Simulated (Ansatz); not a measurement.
# Li on Ru(0001): change of the work function, part 3 of 4

How does Li on the fcc site change the work function of Ru(0001) as the layer fills?

Ansatz 0.2.0; plane-wave DFT, PBE, Ansatz PAW.

So far, work function, upper face (eV): step 2 (the clean slab) 5.05; step 3 (37 atoms, coverage 0.111 ML, cell 3x3) 3.46.

## (4) Adsorbate added, k-mesh 6×6×1, coverage 0.25 ML

System of this step: Li/Ru(0001). The cell holds 17 atoms: 16 Ru and 1 Li. Cell: a = 5.400 Å, b = 5.400 Å, c = 26.734 Å, α = 90.0°, β = 90.0°, γ = 60.0°. Vacuum lies along c.

Another coverage, to see how the dipoles act on each other as their distance changes.

Contents of input.yaml:

```yaml
crystal:
  lattice:
    - [5.4, 0.0, 0.0]
    - [2.7, 4.6765371804, 0.0]
    - [0.0, 0.0, 26.7339255486]
  atoms:
    - { symbol: Ru, position: [0.3333333333, 0.3333333333, 0.3366508964] }
    - { symbol: Ru, position: [0.0, 0.0, 0.4166391494] }
    - { symbol: Ru, position: [0.3333333333, 0.3333333333, 0.4973526513] }
    - { symbol: Ru, position: [0.0, 0.0, 0.575347875] }
    - { symbol: Ru, position: [0.3333333333, 0.8333333333, 0.3366508964] }
    - { symbol: Ru, position: [0.0, 0.5, 0.4166391494] }
    - { symbol: Ru, position: [0.3333333333, 0.8333333333, 0.4973526513] }
    - { symbol: Ru, position: [0.0, 0.5, 0.575347875] }
    - { symbol: Ru, position: [0.8333333333, 0.3333333333, 0.3366508964] }
    - { symbol: Ru, position: [0.5, 0.0, 0.4166391494] }
    - { symbol: Ru, position: [0.8333333333, 0.3333333333, 0.4973526513] }
    - { symbol: Ru, position: [0.5, 0.0, 0.575347875] }
    - { symbol: Ru, position: [0.8333333333, 0.8333333333, 0.3366508964] }
    - { symbol: Ru, position: [0.5, 0.5, 0.4166391494] }
    - { symbol: Ru, position: [0.8333333333, 0.8333333333, 0.4973526513] }
    - { symbol: Ru, position: [0.5, 0.5, 0.575347875] }
    - { symbol: Li, position: [0.1666666667, 0.1666666667, 0.6633491036] }
kpoints:
  mp_grid: { grid: [6, 6, 1] }
hamiltonian:
  xc: pbe
scf:
  occupations: { method: fermi_dirac, width: 0.1 }
  convergence: { dr2_threshold: 1.0e-08 }
efield:
  axis: 3
  dipole_correction: true
  ramp_position: 0.97
  ramp_width: 0.06
relax:
  f_tol: 0.02
  max_steps: 60
  constraints: [{ sites: [0, 1, 4, 5, 8, 9, 12, 13] }]
output:
  dos: { projected: true, e_range: [-8, 4] }
  write_potential: true
  write_density: true
  volumetric_format: npy
  elf: true
```

Run with:

```console
> ansatz run input.yaml --threads 4 --pin off --max-ram 16384MiB --backend cpu --events-out ev --progress --plain --runs-dir out
```

Numbers of over 12 decimals in the logs are rounded to 6 here.

The program printed:

```text
[...]
Crystal: 17 atoms, lattice volume = 675.120 Å³
Basis set: ecut = 420 eV, 13139 PW (Γ), exchange–correlation on 80×80×360 points (8 copies of the dense FFT grid, shifted against one another)
Bands: 156, of which v1, the nominal top of the filled ones, is band 130 counted from 1 (129 counted from 0)
Symmetry: 6 space group operations
[...]
k-points: 7 of 36 (time reversal used)
[...]
SCF iter   1: F=—  HF=-94256.572956 eV  |F-HF|=—  |Δ(HF+E_count)|=         —  Δρ=9.65e-3  dr2=6.04e0  ethr=1.77e-3  p=0.525 e·Å  D=1.41e-1 V/Å  ΔV_dip=-3.76 eV  dr2_dipole=1.36e0  V_vac-E_F(+/−)=1.03/4.79 eV  ⟨swp⟩=7.4  Hψ=4335  notcnv=0
[...]
SCF iter  10: F=-94256.424409 eV  HF=-94256.424409 eV  |F-HF|=6.07e-9  |Δ(HF+E_count)|=   2.21e-8  Δρ=5.92e-7  dr2=4.41e-9  ethr=3.86e-12  p=0.427 e·Å  D=1.14e-1 V/Å  ΔV_dip=-3.06 eV  dr2_dipole=2.70e-10  V_vac-E_F(+/−)=2.03/5.09 eV  ⟨swp⟩=10.4  Hψ=7723  notcnv=0
SCF 1 converged in 10 iterations: F = -94256.424409 eV  dr2 = 4.41e-9
[...]
relax step   1: F+E_penalty+E_count = -94256.42440890 eV  Δ(F+E_penalty+E_count) = +0.000e0 eV  max|allowed force component| = 4.732e-1 eV/Å  Δτ_max = 0.0000 Å  (10 SCF iters, accepted)
[...]
SCF iter   1: F=—  HF=-94256.488292 eV  |F-HF|=—  |Δ(HF+E_count)|=         —  Δρ=3.68e-3  dr2=1.06e0  ethr=3.69e-4  p=0.427 e·Å  D=1.14e-1 V/Å  ΔV_dip=-3.06 eV  dr2_dipole=3.76e-1  V_vac-E_F(+/−)=2.05/5.12 eV  ⟨swp⟩=1.3  Hψ=3129  notcnv=0
[...]
eigensolver tolerance schedule calibrated: the retry pair's looser diagonalisation under-reported the residual by θ = 0.10 (0.10/decade); ethr = c·dr2/N_el runs at the constant in force after the calibration composes with the one it found (an armed cap, an earlier calibration), c = 9.2e-2
[...]
SCF iter   2: F=—  HF=-94256.482419 eV  |F-HF|=—  |Δ(HF+E_count)|=   5.87e-3  Δρ=1.56e-3  dr2=3.85e-2  ethr=3.69e-4  p=0.388 e·Å  D=1.04e-1 V/Å  ΔV_dip=-2.78 eV  dr2_dipole=1.42e-6  V_vac-E_F(+/−)=2.32/5.10 eV  ⟨swp⟩=3.0  Hψ=1416  notcnv=0
[...]
SCF iter   9: F=-94256.475949 eV  HF=-94256.475949 eV  |F-HF|=5.42e-8  |Δ(HF+E_count)|=   3.50e-8  Δρ=9.12e-7  dr2=9.76e-9  ethr=3.56e-12  p=0.381 e·Å  D=1.02e-1 V/Å  ΔV_dip=-2.73 eV  dr2_dipole=2.01e-10  V_vac-E_F(+/−)=2.37/5.10 eV  ⟨swp⟩=8.9  Hψ=9242  notcnv=0
SCF 2 converged in 9 iterations: F = -94256.475949 eV  dr2 = 9.76e-9
relax step   2: F+E_penalty+E_count = -94256.47594918 eV  Δ(F+E_penalty+E_count) = -5.154e-2 eV  max|allowed force component| = 1.514e-1 eV/Å  Δτ_max = 0.1991 Å  (9 SCF iters, accepted)
SCF iter   1: F=—  HF=-94256.481491 eV  |F-HF|=—  |Δ(HF+E_count)|=         —  Δρ=1.10e-3  dr2=8.45e-2  ethr=1.20e-4  p=0.381 e·Å  D=1.02e-1 V/Å  ΔV_dip=-2.73 eV  dr2_dipole=2.80e-2  V_vac-E_F(+/−)=2.36/5.10 eV  ⟨swp⟩=2.3  Hψ=1665  notcnv=0
[...]
SCF iter   8: F=-94256.480477 eV  HF=-94256.480477 eV  |F-HF|=1.57e-8  |Δ(HF+E_count)|=   6.75e-8  Δρ=6.20e-7  dr2=4.66e-9  ethr=3.86e-12  p=0.390 e·Å  D=1.05e-1 V/Å  ΔV_dip=-2.79 eV  dr2_dipole=5.42e-10  V_vac-E_F(+/−)=2.31/5.10 eV  ⟨swp⟩=11.6  Hψ=7945  notcnv=0
SCF 3 converged in 8 iterations: F = -94256.480477 eV  dr2 = 4.66e-9
relax step   3: F+E_penalty+E_count = -94256.48047746 eV  Δ(F+E_penalty+E_count) = -4.528e-3 eV  max|allowed force component| = 5.674e-2 eV/Å  Δτ_max = 0.0235 Å  (8 SCF iters, accepted)
SCF iter   1: F=—  HF=-94256.480518 eV  |F-HF|=—  |Δ(HF+E_count)|=         —  Δρ=3.34e-4  dr2=2.95e-3  ethr=4.33e-5  p=0.390 e·Å  D=1.05e-1 V/Å  ΔV_dip=-2.79 eV  dr2_dipole=6.47e-4  V_vac-E_F(+/−)=2.31/5.10 eV  ⟨swp⟩=1.6  Hψ=1440  notcnv=0
[...]
SCF iter   7: F=-94256.481084 eV  HF=-94256.481084 eV  |F-HF|=1.55e-8  |Δ(HF+E_count)|=   5.59e-8  Δρ=6.48e-7  dr2=5.04e-9  ethr=3.86e-12  p=0.390 e·Å  D=1.04e-1 V/Å  ΔV_dip=-2.79 eV  dr2_dipole=2.44e-10  V_vac-E_F(+/−)=2.31/5.10 eV  ⟨swp⟩=11.6  Hψ=8433  notcnv=0
SCF 4 converged in 7 iterations: F = -94256.481084 eV  dr2 = 5.04e-9
relax step   4: F+E_penalty+E_count = -94256.48108385 eV  Δ(F+E_penalty+E_count) = -6.064e-4 eV  max|allowed force component| = 1.259e-2 eV/Å  Δτ_max = 0.0061 Å  (7 SCF iters, accepted)
[...]
SCF converged after 7 iterations
Free energy (F): -94256.481084 eV
[...]
Internal energy: -94255.868574 eV  (E = F + TS)
E sigma→0 (E₀):  -94256.174829 eV
Entropy (-TS):   -0.612510 eV (-36.030 meV/atom)
Fermi energy:    5.232049 eV
Dipole field:    D = 0.104409 V/Å  (p = 0.389543 e·Å, saw-weighted, corrected)
Work function:   Φ+ = 2.3081 eV   Φ− = 5.0993 eV
[...]
--- Forces (eV/Å), atoms counted from 1 ---
  atom   1  Ru    -0.00033927    -0.00019588     0.42900769
  atom   2  Ru     0.05577892     0.03220397    -0.42552793
  atom   3  Ru     0.00016216     0.00009362    -0.00204081
  atom   4  Ru    -0.01090077    -0.00629356    -0.00405034
  atom   5  Ru     0.00000000     0.00039175     0.42900769
  atom   6  Ru    -0.00000000    -0.06440795    -0.42552793
  atom   7  Ru    -0.00000000    -0.00018725    -0.00204081
  atom   8  Ru     0.00000000     0.01258712    -0.00405034
  atom   9  Ru     0.00033927    -0.00019588     0.42900769
  atom  10  Ru    -0.05577892     0.03220397    -0.42552793
  atom  11  Ru    -0.00016216     0.00009362    -0.00204081
  atom  12  Ru     0.01090077    -0.00629356    -0.00405034
  atom  13  Ru     0.00000000    -0.00000000     0.40742499
  atom  14  Ru    -0.00000000     0.00000000    -0.40368118
  atom  15  Ru     0.00000000    -0.00000000     0.00871197
  atom  16  Ru     0.00000000     0.00000000     0.00645871
  atom  17  Li    -0.00000000    -0.00000000    -0.01108655
  max |Σ_I F_I| component: 6.21e-6 eV/Å
--- Band table (eV; the first three rows and the last of 7) ---
  k-point 0: bands = [... 126 lower, 5.4085, 6.0313, 6.1683, 6.1683, 6.2378, 6.2378, 6.2554, 6.4176, ... 22 higher]
  k-point 1: bands = [... 126 lower, 5.3480, 5.5663, 5.7713, 5.7982, 5.9738, 6.0527, 6.1069, 6.2104, ... 22 higher]
  k-point 2: bands = [... 126 lower, 4.9122, 4.9130, 4.9747, 5.2482, 5.4694, 5.5248, 5.5603, 5.5841, ... 22 higher]
  k-point 6: bands = [... 126 lower, 4.7278, 4.7780, 4.8763, 4.8859, 4.9055, 5.4170, 5.4525, 5.4885, ... 22 higher]
--- Relaxed structure (4 steps of the walk, 4 accepted, 0 SCFs on fresh bases) ---
  F+E_penalty+E_count = -94256.48108385 eV   max|allowed force component| = 1.259e-2 eV/Å
  atoms:
    - { symbol: Ru, position: [0.333333, 0.333333, 0.3366508964] }
[...]
- { symbol: Ru, position: [0.333427, 0.333427, 0.497305] }
    - { symbol: Ru, position: [-0.00246731, -0.00246731, 0.575284] }
    - { symbol: Ru, position: [0.333333, 0.833333, 0.3366508964] }
    - { symbol: Ru, position: [5.551115123125783e-17, 0.5, 0.4166391494] }
    - { symbol: Ru, position: [0.333427, 0.833147, 0.497305] }
    - { symbol: Ru, position: [-0.00246731, 0.504935, 0.575284] }
    - { symbol: Ru, position: [0.833333, 0.333333, 0.3366508964] }
    - { symbol: Ru, position: [0.5, 2.6667121670171404e-17, 0.4166391494] }
    - { symbol: Ru, position: [0.833147, 0.333427, 0.497305] }
    - { symbol: Ru, position: [0.504935, -0.00246731, 0.575284] }
    - { symbol: Ru, position: [0.833333, 0.833333, 0.3366508964] }
    - { symbol: Ru, position: [0.5, 0.5, 0.4166391494] }
    - { symbol: Ru, position: [0.833333, 0.833333, 0.496110] }
    - { symbol: Ru, position: [0.5, 0.5, 0.576310] }
    - { symbol: Li, position: [0.166667, 0.166667, 0.656864] }
```

Elapsed: 90 s, on 4 threads of Arm Neoverse V1, shared host; peak memory 2.5 GiB; 5.9 min of CPU time.

Step by step:

```csv
step,energy less that of the first step (eV),largest force component (eV/Å)
1,0.0000,0.4732
2,-0.0515,0.1514
3,-0.0561,0.0567
4,-0.0567,0.0126
```

The run keeps the 6 symmetry operations that it works with, so distortions that break them were not tested.

The atoms that moved most (Å):

| atom | dx | dy | dz | length |
| --- | --- | --- | --- | --- |
| Li17 | 0.000 | 0.000 | -0.173 | 0.173 |
| Ru15 | 0.000 | 0.000 | -0.033 | 0.033 |
| Ru16 | 0.000 | 0.000 | 0.026 | 0.026 |
| Ru12 | 0.020 | -0.012 | -0.002 | 0.023 |
| Ru8 | 0.000 | 0.023 | -0.002 | 0.023 |
| Ru4 | -0.020 | -0.012 | -0.002 | 0.023 |

Final coordinates:

```
Ru Li
1.0
     5.40000    0.00000    0.00000
     2.70000    4.67654    0.00000
     0.00000    0.00000   26.73393
Ru Li
16 1
Direct
  0.33333 0.33333 0.33665
  0.00000 0.00000 0.41664
  0.33343 0.33343 0.49731
  0.99753 0.99753 0.57528
  0.33333 0.83333 0.33665
  0.00000 0.50000 0.41664
  0.33343 0.83315 0.49731
  0.99753 0.50493 0.57528
  0.83333 0.33333 0.33665
  0.50000 0.00000 0.41664
  0.83315 0.33343 0.49731
  0.50493 0.99753 0.57528
  0.83333 0.83333 0.33665
  0.50000 0.50000 0.41664
  0.83333 0.83333 0.49611
  0.50000 0.50000 0.57631
  0.16667 0.16667 0.65686
```

Numbers from this step:

```
energy at zero smearing        : -94256.1748 eV
work function, upper face      : 2.308 eV
work function, lower face      : 5.099 eV
dipole along the normal        : 0.3895 e·Å
step between the vacuum levels : -2.791 eV
```

The density of states has structure finer than the step of the table below, so its rows give means over 0.5 eV, whole bins alone (the curve runs from -8 to 1.98 eV). Peaks (eV: height): -4.30: 50.9, -4.15: 46.0, -2.83: 42.2, -2.14: 49.4, -1.89: 46.0, 0.84: 59.0, 1.62: 43.7.

The density of states by energy, zero at the Fermi level; means over each step:

energy (eV), density of states (states/eV a cell) and a bar:
```
     -7.5        0.4 
     -7.0        0.9 #
     -6.5        1.2 #
     -6.0        8.7 ########
     -5.5       20.5 ####################
     -5.0       18.0 #################
     -4.5       23.5 #######################
     -4.0       19.8 ###################
     -3.5       17.5 #################
     -3.0       20.0 ###################
     -2.5       23.9 #######################
     -2.0       31.0 ##############################
     -1.5       27.4 ###########################
     -1.0       15.2 ##############
     -0.5       18.9 ##################
      0.0       19.1 ##################
      0.5       18.2 #################
      1.0       28.1 ###########################
      1.5       24.4 ########################
```

Projected DOS per atom over height of the atomic layer and energy from the Fermi level. Layers: Ru4 Ru4 Ru4 Ru4 Li from below.

Ten even steps from '_' (0.00 states/eV) to '@' (2.40 states/eV), each cell a mean:
```
----==----
++##%%++..
##++++**__
++====++__
**----++__
**----**__
==::::==..
%%++++##__
@@****@@__
**++++%%__
******##__
--======__
========__
==**++++__
++++++++__
--****--__
::##%%::__
__--==..__
__________
__________
__________
__________
```
Columns: height of the atomic layer (Å) from 9 to 17.6; rows upwards: energy from the Fermi level (eV) from -7.96 to 1.95.

Electrostatic potential energy in the ca plane at fractional y = 0.000, with atoms of Ru within 0.2 Å of it. With pseudopotentials it is smooth inside the atoms' cores, unlike the true potential.

Ten even steps from '0' (-85 eV) to '9' (9 eV), each cell a mean:
```
99999720038999999610058999999999999999999999
98899864479998899853579999999999999999999999
86789998899976789988899999999999999999999999
86689999999976689999999999999999999999999999
87789986789987889876789999999999999999999999
99999841158999999731269999999999999999999999
99999710027999999500048999999999999999999999
99999720038999999610158999999999999999999999
98899864479998899864589999999999999999999999
87789998899986789998999999999999999999999999
86689999999976689999999999999999999999999999
87789987789987889987799999999999999999999999
99999841158999999731269999999999999999999999
99999610027999999500048999999999999999999999
```
Columns run along c (16.0 Å, from fractional 0.32 to 0.92 of the cell; values clipped at the 3rd and 97th percentile), rows up along a (5.4 Å). Atoms in or near the plane, at fractional coordinates: Ru at (0.42, 0.00), Ru at (0.58, 0.00), Ru at (0.42, 0.50), Ru at (0.58, 0.50).

Valence density in the ca plane at fractional y = 0.000, with atoms of Ru within 0.2 Å of it. It is the smooth field of the valence electrons, not physical close to the nuclei.

Ten steps, logarithmic in the rise over the least value, from '0' (0.00 × 1e0 e/Å³) to '9' (9.74 × 1e0 e/Å³), each cell a mean:
```
23333589984333333699973100000000000000000000
34433467753334433477752100000000000000000000
45543334433356543344431100000000000000000000
46643333333356543333321100000000000000000000
45543346543345433456532100000000000000000000
33333479874333333689863100000000000000000000
23333589985333334799973110000000000000000000
23333589984333333689973110000000000000000000
34433467753334433467742110000000000000000000
45543334433345543334332110000000000000000000
46643333333356643333322111000000000000000000
45543345543345443355532110000000000000000000
33333478874333333588863110000000000000000000
23333599985333334799973110000000000000000000
```
Columns run along c (16.0 Å, from fractional 0.32 to 0.92 of the cell), rows up along a (5.4 Å). Atoms in or near the plane, at fractional coordinates: Ru at (0.42, 0.00), Ru at (0.58, 0.00), Ru at (0.42, 0.50), Ru at (0.58, 0.50).

ELF in the ca plane at fractional y = 0.000, with atoms of Ru within 0.2 Å of it. It is the smooth field of the valence electrons, not physical close to the nuclei.

Ten even steps from '0' (0.00) to '9' (0.64), each cell a mean:
```
54444598994444444797983234432100000000000000
44334368854433334479852233321100000000000000
46644434444346533444443333221000000000000000
57643444444357633444444433211000000000000000
45434446544445434456643333221000000000000000
44344489974443344699972233322100000000000000
55444696794444444795893344432100000000000000
54444598894444444698983343222100000000000000
44334468854434344478754431000000000000000000
46644434444346533434445410000000000000000000
57643444444347633444456400000000000000000000
45434446544445434445544520000000000000000000
44344489974443344599963442111100000000000000
55444695794444444795894344432100000000000000
```
Columns run along c (16.0 Å, from fractional 0.32 to 0.92 of the cell), rows up along a (5.4 Å). Atoms in or near the plane, at fractional coordinates: Ru at (0.42, 0.00), Ru at (0.58, 0.00), Ru at (0.42, 0.50), Ru at (0.58, 0.50).

The relaxation took 4 steps and lowered the energy by 0.057 eV; the largest force on the free atoms ends at 0.013 eV/Å.

By hand: a sheet of dipoles makes a step −p/(ε₀A) in the electron's potential. With e/ε₀ = 180.95 V·Å, p = 0.3895 e·Å and A = 25.25 Å², that is −180.95 × (0.3895) / 25.25 = -2.791 eV, and the two vacuum levels of the run differ by -2.791 eV.

The covered face has 2.31 eV, -2.74 eV against the clean one; the bare back face has moved by +0.02 eV, a measure of how thin the slab is.

## (5) Adsorbate added, k-mesh 6×6×1, coverage 0.5 ML

System of this step: Li/Ru(0001). The cell holds 18 atoms: 16 Ru and 2 Li. Cell: a = 5.400 Å, b = 5.400 Å, c = 26.734 Å, α = 90.0°, β = 90.0°, γ = 60.0°. Vacuum lies along c.

Another coverage, to see how the dipoles act on each other as their distance changes.

Edit input.yaml of step 4 so:

```diff
@@ -23,2 +23,3 @@
     - { symbol: Li, position: [0.1666666667, 0.1666666667, 0.6633491036] }
+    - { symbol: Li, position: [0.6666666667, 0.1666666667, 0.6633491036] }
 kpoints:
```

The program printed:

```text
[...]
Crystal: 18 atoms, lattice volume = 675.120 Å³
Basis set: ecut = 420 eV, 13139 PW (Γ), exchange–correlation on 80×80×360 points (8 copies of the dense FFT grid, shifted against one another)
Bands: 158, of which v1, the nominal top of the filled ones, is band 131 counted from 1 (130 counted from 0)
Symmetry: 4 space group operations
[...]
- { symbol: Ru, position: [0.833333, 0.8333333333, 0.3366508964] }
    - { symbol: Ru, position: [0.500000, 0.5, 0.4166391494] }
    - { symbol: Ru, position: [0.833867, 0.832265, 0.496419] }
    - { symbol: Ru, position: [0.498588, 0.502824, 0.576474] }
    - { symbol: Li, position: [0.200166, 0.099669, 0.655174] }
    - { symbol: Li, position: [0.700166, 0.099669, 0.655174] }
[key lines of the parts left out:]
SCF converged after 9 iterations
Free energy (F): -94461.510213 eV
Fermi energy:    5.389526 eV
Dipole field:    D = 0.105048 V/Å  (p = 0.391927 e·Å, saw-weighted, corrected)
Work function:   Φ+ = 2.2856 eV   Φ− = 5.0939 eV
```

Run time: 4.9 min. Hardware: 4 threads; peak memory 3 GiB; 19 min of CPU time.

Step by step:

```
step  energy less that of the first step (eV)  largest force component (eV/Å)
   1                                   0.0000                          0.4929
   2                                  -0.1262                          0.1455
   3                                  -0.1436                          0.0974
   4                                  -0.1480                          0.0443
   5                                  -0.1504                          0.0099
   6                                  -0.1510                          0.0102
```

The run keeps the 4 symmetry operations that it works with, so distortions that break them were not tested.

The atoms that moved most (Å):

```csv
atom,dx,dy,dz,length
Li18,0.000,-0.313,-0.219,0.382
Li17,0.000,-0.313,-0.219,0.382
Ru8,0.000,0.013,0.030,0.033
Ru16,0.000,0.013,0.030,0.033
Ru15,0.000,-0.005,-0.025,0.025
Ru7,0.000,-0.005,-0.025,0.025
Ru4,0.000,-0.016,-0.017,0.023
Ru12,0.000,-0.016,-0.017,0.023
```

Final coordinates:

```xyz
18
Lattice="5.4000 0.0000 0.0000 2.7000 4.6765 0.0000 0.0000 0.0000 26.7339" Properties=species:S:1:pos:R:3
Ru    2.7000    1.5588    9.0000
Ru    0.0000    0.0000   11.1384
Ru    2.7000    1.5628   13.2985
Ru    0.0000   -0.0155   15.3644
Ru    4.0500    3.8971    9.0000
Ru    1.3500    2.3383   11.1384
Ru    4.0500    3.8921   13.2712
Ru    1.3500    2.3515   15.4114
Ru    5.4000    1.5588    9.0000
Ru    2.7000    0.0000   11.1384
Ru    5.4000    1.5628   13.2985
Ru    2.7000   -0.0155   15.3644
Ru    6.7500    3.8971    9.0000
Ru    4.0500    2.3383   11.1384
Ru    6.7500    3.8921   13.2712
Ru    4.0500    2.3515   15.4114
Li    1.3500    0.4661   17.5154
Li    4.0500    0.4661   17.5154
```

The relaxation took 6 steps and lowered the energy by 0.15 eV; the largest force on the free atoms ends at 0.010 eV/Å.

The covered face has 2.29 eV, -2.76 eV against the clean one; the bare back face has moved by +0.02 eV, a measure of how thin the slab is.

(Part 3 of 4 ends here.)

[Logs are printed without paths, hosts, clocks, repeated set-up lines and the standing remarks that a program may print on its own settings, such as how far it seeks lower states.]

[Hosts, paths, dates, database ids (printed as entryN), source tags and the programs' standing remarks are cut or masked in the printed files.]

[Maps of the electrostatic potential energy from Ansatz leave out the sawtooth potential of an applied field or a dipole correction, so their vacuum need not be flat; planar profiles and work functions include it.]

[The density of states shown here was stored with 400 of the rows of the run's finer table, so its peaks can read low, often by over a quarter, or be missed, and its means over a window can be off by a tenth or more.]
